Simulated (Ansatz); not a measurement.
# 3-layer 1T-SnSe2 (AA) in a perpendicular field, part 3 of 3

What dipole does a perpendicular field induce in the 3-layer 1T-SnSe2 (AA), and does the gap follow? A positive field points along +c.

Ansatz 0.2.0; plane-wave DFT, PBE-D3(BJ), Ansatz PAW.

So far, gap along the path (eV): step 3 (atoms held, field 0, start network) 0.642; step 6 (field 0.1 V/Å) 0.625; step 7 (field -0.1 V/Å) 0.625; step 8 (field 0.2 V/Å) 0.586; step 9 (field -0.2 V/Å) 0.586.

## (10) Atoms held, field 0.3 V/Å

input.yaml

```yaml
crystal:
  lattice:
    - [3.8354128597, 0.0, 0.0]
    - [-1.9177064299, 3.3215649705, 0.0]
    - [0.0, 0.0, 33.196541289]
  atoms:
    - { symbol: Se, position: [0.6666666667, 0.3333333333, 0.2711125813] }
    - { symbol: Sn, position: [0.0, 0.0, 0.3191908635] }
    - { symbol: Se, position: [0.3333333333, 0.6666666667, 0.3673036682] }
    - { symbol: Se, position: [0.6666666667, 0.3333333333, 0.4519452054] }
    - { symbol: Sn, position: [0.0, 0.0, 0.5] }
    - { symbol: Se, position: [0.3333333333, 0.6666666667, 0.5480547946] }
    - { symbol: Se, position: [0.6666666667, 0.3333333333, 0.6326963318] }
    - { symbol: Sn, position: [0.0, 0.0, 0.6808091365] }
    - { symbol: Se, position: [0.3333333333, 0.6666666667, 0.7288874187] }
kpoints:
  mp_grid: { grid: [12, 12, 1] }
  band_path:
    path: [[0, 0, 0], [0.5, 0, 0], [0.33333333, 0.33333333, 0], [0, 0, 0]]
    npoints: 16
hamiltonian:
  xc: pbe
  dispersion: d3bj
scf:
  occupations: { method: fermi_dirac, width: 0.02585 }
  convergence: { dr2_threshold: 1.0e-10 }
efield:
  axis: 3
  dipole_correction: true
  ramp_position: 0.9647
  ramp_width: 0.0706
  amplitude: 0.3
output:
  write_potential: true
  write_density: true
  volumetric_format: npy
```

Command:

```
$ ansatz run input.yaml --threads 4 --pin off --max-ram 8192MiB --backend cpu --events-out ev --progress --plain --runs-dir out
```

Numbers of over 12 decimals in the logs are rounded to 6 here.

What it wrote:

```text
[...]
Crystal: 9 atoms, lattice volume = 422.910 Å³
Basis set: ecut = 420 eV, 8247 PW (Γ)
Bands: 83, of which v1, the nominal top of the filled ones, is band 69 counted from 1 (68 counted from 0)
Symmetry: 6 space group operations
k-points: 19 of 144 (time reversal used)
[...]
k-point 0: bands = [... 65 lower, 1.5561, 1.5561, 1.7466, 1.7466, 2.8730, 3.5235, 4.1085, 4.6779, ... 10 higher]
  k-point 1: bands = [... 65 lower, 1.4573, 1.6158, 1.6283, 1.8147, 3.4049, 3.8086, 4.1502, 5.0763, ... 10 higher]
  k-point 2: bands = [... 65 lower, 1.4262, 1.6198, 1.6773, 1.8324, 3.6309, 3.8849, 4.1478, 5.3744, ... 10 higher]
  k-point 18: bands = [... 65 lower, 0.7918, 0.8111, 1.3301, 1.3671, 2.8900, 3.4260, 3.9628, 6.3185, ... 10 higher]
[key lines of the parts left out:]
SCF converged after 14 iterations
Free energy (F): -50893.023463 eV
Fermi energy:    2.109033 eV
Dipole field:    D = 0.148047 V/Å  (p = 0.346007 e·Å, saw-weighted, corrected)
```

Run time: 81 s. Hardware: 4 threads of Intel Xeon at 2.50GHz (Skylake/Cascade Lake), shared host; peak memory 1.7 GiB; 4.7 min of CPU time.

The dipole is 0.346 e·Å, and the gap 0.514 eV.

## (11) Atoms held, field -0.3 V/Å

input.yaml: that of step 10 with these lines changed.

```diff
@@ -31,3 +31,3 @@
   ramp_width: 0.0706
-  amplitude: 0.3
+  amplitude: -0.3
 output:
```

What it wrote:

```text
[...]
Crystal: 9 atoms, lattice volume = 422.910 Å³
Basis set: ecut = 420 eV, 8247 PW (Γ)
Bands: 83, of which v1, the nominal top of the filled ones, is band 69 counted from 1 (68 counted from 0)
Symmetry: 6 space group operations
k-points: 19 of 144 (time reversal used)
[...]
k-point 0: bands = [... 65 lower, 1.5561, 1.5561, 1.7466, 1.7466, 2.8730, 3.5235, 4.1085, 4.6779, ... 10 higher]
  k-point 1: bands = [... 65 lower, 1.4573, 1.6158, 1.6283, 1.8147, 3.4049, 3.8086, 4.1502, 5.0763, ... 10 higher]
  k-point 2: bands = [... 65 lower, 1.4262, 1.6198, 1.6773, 1.8324, 3.6309, 3.8849, 4.1478, 5.3744, ... 10 higher]
  k-point 18: bands = [... 65 lower, 0.7918, 0.8111, 1.3301, 1.3671, 2.8900, 3.4260, 3.9628, 6.3185, ... 10 higher]
[key lines of the parts left out:]
SCF converged after 14 iterations
Free energy (F): -50893.023463 eV
Fermi energy:    2.109033 eV
Dipole field:    D = -0.148047 V/Å  (p = -0.346007 e·Å, saw-weighted, corrected)
```

The job ended after 81 s (4 threads; peak memory 1.7 GiB).

The dipole is -0.346 e·Å, and the gap 0.514 eV.

## (12) Atoms held, field 0.4 V/Å

input.yaml: that of step 11 with these lines changed.

```diff
@@ -29,5 +29,5 @@
   dipole_correction: true
-  ramp_position: 0.9647
-  ramp_width: 0.0706
-  amplitude: -0.3
+  ramp_position: 0.9367
+  ramp_width: 0.1265
+  amplitude: 0.4
 output:
```

What it wrote:

```text
[...]
Crystal: 9 atoms, lattice volume = 422.910 Å³
Basis set: ecut = 420 eV, 8247 PW (Γ)
Bands: 83, of which v1, the nominal top of the filled ones, is band 69 counted from 1 (68 counted from 0)
Symmetry: 6 space group operations
k-points: 19 of 144 (time reversal used)
[...]
k-point 0: bands = [... 65 lower, 1.5539, 1.5539, 1.7893, 1.7893, 2.8571, 3.5231, 4.1155, 4.6366, ... 10 higher]
  k-point 1: bands = [... 65 lower, 1.4197, 1.6089, 1.6392, 1.8558, 3.3788, 3.8096, 4.1678, 5.0295, ... 10 higher]
  k-point 2: bands = [... 65 lower, 1.3922, 1.6111, 1.6856, 1.8702, 3.6003, 3.8793, 4.1771, 5.3300, ... 10 higher]
  k-point 18: bands = [... 65 lower, 0.7847, 0.8103, 1.3380, 1.3867, 2.8734, 3.4219, 3.9772, 6.2945, ... 10 higher]
[key lines of the parts left out:]
SCF converged after 15 iterations
Free energy (F): -50893.063839 eV
Fermi energy:    2.107856 eV
Dipole field:    D = 0.197483 V/Å  (p = 0.461546 e·Å, saw-weighted, corrected)
```

Elapsed: 84 s, on 4 threads; peak memory 1.7 GiB; 5 min of CPU time.

The dipole is 0.462 e·Å, and the gap 0.437 eV.

## (13) Single point, field -0.4 V/Å

input.yaml: that of step 12 with these lines changed.

```diff
@@ -31,3 +31,3 @@
   ramp_width: 0.1265
-  amplitude: 0.4
+  amplitude: -0.4
 output:
```

What it wrote:

```text
[...]
Crystal: 9 atoms, lattice volume = 422.910 Å³
Basis set: ecut = 420 eV, 8247 PW (Γ)
Bands: 83, of which v1, the nominal top of the filled ones, is band 69 counted from 1 (68 counted from 0)
Symmetry: 6 space group operations
k-points: 19 of 144 (time reversal used)
[...]
k-point 0: bands = [... 65 lower, 1.5532, 1.5532, 1.7886, 1.7886, 2.8564, 3.5224, 4.1148, 4.6359, ... 10 higher]
  k-point 1: bands = [... 65 lower, 1.4190, 1.6082, 1.6385, 1.8552, 3.3781, 3.8089, 4.1671, 5.0288, ... 10 higher]
  k-point 2: bands = [... 65 lower, 1.3915, 1.6104, 1.6850, 1.8695, 3.5996, 3.8786, 4.1765, 5.3293, ... 10 higher]
  k-point 18: bands = [... 65 lower, 0.7840, 0.8096, 1.3374, 1.3860, 2.8728, 3.4212, 3.9765, 6.2939, ... 10 higher]
[key lines of the parts left out:]
SCF converged after 15 iterations
Free energy (F): -50893.063839 eV
Fermi energy:    2.107183 eV
Dipole field:    D = -0.197482 V/Å  (p = -0.461546 e·Å, saw-weighted, corrected)
```

Wall time 85 s (4 threads); peak memory 1.7 GiB; 5.1 min of CPU time.

The dipole is -0.462 e·Å, and the gap 0.437 eV.

## (14) Response, atoms held

This step: plane-wave DFT, PBE-D3(BJ), Ansatz PAW; response to a field along the normal, atoms held (Ansatz 0.2.0).

The dipoles give the slope, and the difference of two potentials shows where the field is screened.

This step gave:

| Property | Result |
| --- | --- |
| equivalent conductor thickness p/(ε₀AE) | 16.37 Å |
| distance between the outer atoms | 15.20 Å |

The dipole of the cell by applied field:

```
applied field (V/Å)  dipole of the cell (e·Å)
             -0.400                    -0.462
             -0.300                    -0.346
             -0.200                    -0.231
             -0.100                    -0.115
             -0.050                   -0.0576
              0.000                         0
              0.050                    0.0576
              0.100                     0.115
              0.200                     0.231
              0.300                     0.346
              0.400                     0.462
```

Local field over the applied field, running mean. From the potentials at -0.05 and 0.05 V/Å; running mean over 2.8 Å. The local field over applied field by z:

```
z (Å)  local field over applied field
    5                           0.995
    6                           0.958
    7                           0.784
    8                           0.468
    9                           0.173
   10                          0.0526
   11                          0.0382
   12                          0.0718
   13                           0.122
   14                           0.130
   15                          0.0793
   16                          0.0383
   17                          0.0327
   18                          0.0689
   19                           0.123
   20                           0.130
   21                          0.0810
   22                          0.0435
   23                          0.0436
   24                           0.135
   25                           0.402
   26                           0.728
   27                           0.940
   28                           0.992
```

The induced electron density oscillates, so the rows of the table below give means over windows of 2.95 Å about each position, cut where the curve ends. Its maxima inside the range that stand out by 2 % of the span (Å: e/Å³ per V/Å): 8.0: 0.00351, 11.2: 9.2e-4, 14.2: 0.00101, 17.3: 7.6e-4, 20.2: 0.00104, 23.2: 9.0e-4. Its minima: 10.0: -9.0e-4, 13.0: -0.00104, 15.9: -7.6e-4, 19.0: -0.00101, 22.0: -9.2e-4, 25.2: -0.00351.

Electrons, planar mean, per unit field. The induced electron density by z; means over each step:

```
z (Å)  induced electron density (e/Å³ per V/Å)
 5.61                                   2.3e-4
 8.56                                  0.00158
11.51                                  -2.2e-4
14.46                                   2.4e-4
17.41                                  -2.2e-4
20.36                                   2.3e-4
23.31                                  -3.9e-4
26.26                                 -0.00145
```

The smaller of the gaps on the path and on the k-mesh, counted as 0 under 0.03 eV. Table of gap by applied field:

```
applied field (V/Å)  gap (eV)
             -0.400     0.437
             -0.300     0.514
             -0.200     0.586
             -0.100     0.625
             -0.050     0.637
              0.000     0.642
              0.050     0.637
              0.100     0.625
              0.200     0.586
              0.300     0.514
              0.400     0.437
```

By hand: between -0.05 and 0.05 V/Å the dipole changes by 0.1153 e·Å, a slope of 1.153 e·Å²/V. A perfect conductor of thickness t has p = ε₀AEt, so t = 180.95 × 1.153 / 12.740 = 16.37 Å (e/ε₀ = 180.95 V·Å, A in Å²).

The induced dipole is that of a conductor 16.37 Å thick.

## (15) Summary of results

```yaml
gap_without_field: 0.642 eV
ionisation_energy_upper_face: 5.89 eV
electron_affinity_upper_face: 5.25 eV
equivalent_conductor_thickness_atoms_held: 16.4 Å
```

**Reading.** The induced dipole equals that of a perfect conductor 16.37 Å thick, while the outer atoms lie 15.20 Å apart; an out-of-plane ε follows only once a thickness t is chosen, by 1 − 1/ε = 16.37 Å / t. The gap goes from 0.64 eV to 0.44 eV at -0.4 V/Å. With the field reversed the gap is 0.44 eV at 0.4 V/Å. Semilocal functionals give gaps that are too small, and excitons are not included. Atoms moved by up to 1.3 Å in the relaxation, so the end structure is to be read from its coordinates and not from the name. Spin-orbit coupling is left out, which matters for the bands of elements this heavy.

[Logs are printed without paths, hosts, clocks, repeated set-up lines and the standing remarks that a program may print on its own settings, such as how far it seeks lower states.]

[Hosts, paths, dates, database ids (printed as entryN), source tags and the programs' standing remarks are cut or masked in the printed files.]

[Maps of the electrostatic potential energy from Ansatz leave out the sawtooth potential of an applied field or a dipole correction, so their vacuum need not be flat; planar profiles and work functions include it.]
